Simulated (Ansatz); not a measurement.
## TiO2 (I4_1/amd): refractive index against wavelength

The refractive index of TiO2 (I4_1/amd) along x below the direct gap (2.46 eV on the mesh) is read from one computed spectrum, n = √(Re ε). x, y and z are the Cartesian axes of the input cell.

It takes space group I4_1/amd (No. 141, tetragonal). Conventional cell: a = 3.784 Å, b = 3.784 Å, c = 9.515 Å, α = 90.00°, β = 90.00°, γ = 90.00°. Ti on site a has 6 O at 1.93 to 1.98 Å as nearest neighbours. O on site e has 3 Ti at 1.93 to 1.98 Å as nearest neighbours.

Method: Ansatz 0.2.0, PBE, independent particles, k-mesh 8×8×8 with interpolation inside its cells, Gaussian parameter 0.1 eV.

Launch of the response step: `ansatz run input.yaml --threads 4 --pin off --max-ram 8192MiB --backend cpu --events-out ev --progress --plain --runs-dir out`. The run took 30 s, on 4 threads of Arm Neoverse V1, on a shared host.

| wavelength (nm) | photon energy E (eV) | n |
| --- | --- | --- |
| 3000 | 0.413 | 2.6402 |
| 2000 | 0.620 | 2.6512 |
| 1550 | 0.800 | 2.6646 |
| 1310 | 0.946 | 2.6786 |
| 1064 | 1.165 | 2.7053 |
| 850 | 1.459 | 2.7540 |
| 700 | 1.771 | ? |

In the single-oscillator model n² − 1 = E₀E_d/(E₀² − E²), so 1/(n² − 1) = E₀/E_d − E²/(E₀E_d) is linear in E².

Working, on the rows shown:

| x = E² (eV²) | y = 1/(n² − 1) |
| --- | --- |
| 0.170801 | 0.167486 |
| 0.384302 | 0.165869 |
| 0.639837 | 0.163932 |
| 0.895757 | 0.161946 |
| 1.35784 | 0.158262 |
| 2.12762 | 0.151871 |

Means: x̄ = 0.92936, ȳ = 0.16156. Σ(x − x̄)(y − ȳ) = -0.02057, Σ(x − x̄)² = 2.577. Slope = -0.02057 / 2.577 = -0.007981; intercept = ȳ − slope · x̄ = 0.16898. Turned back into n, the line misses the rows shown by at most 0.00099.

Fill in the last column of the withheld row.

At x = 3.1372 the line gives y = 0.14394, that is 2.8191. The run gave 2.8293, so the extrapolation is off by 0.01, 5 % of the range in the table.

Refitted with all rows, the slope is -0.008313 and the intercept 0.16922. These give E₀ = √(intercept/−slope) = 4.51 eV and E_d = E₀/intercept = 26.7 eV; E₀ is 1.8 times the direct gap. The electronic limit at long wavelengths, without lattice vibrations, is n = √(1 + 1/intercept) = 2.629. Excitons are left out and so are local fields; PBE gaps are as a rule too small.
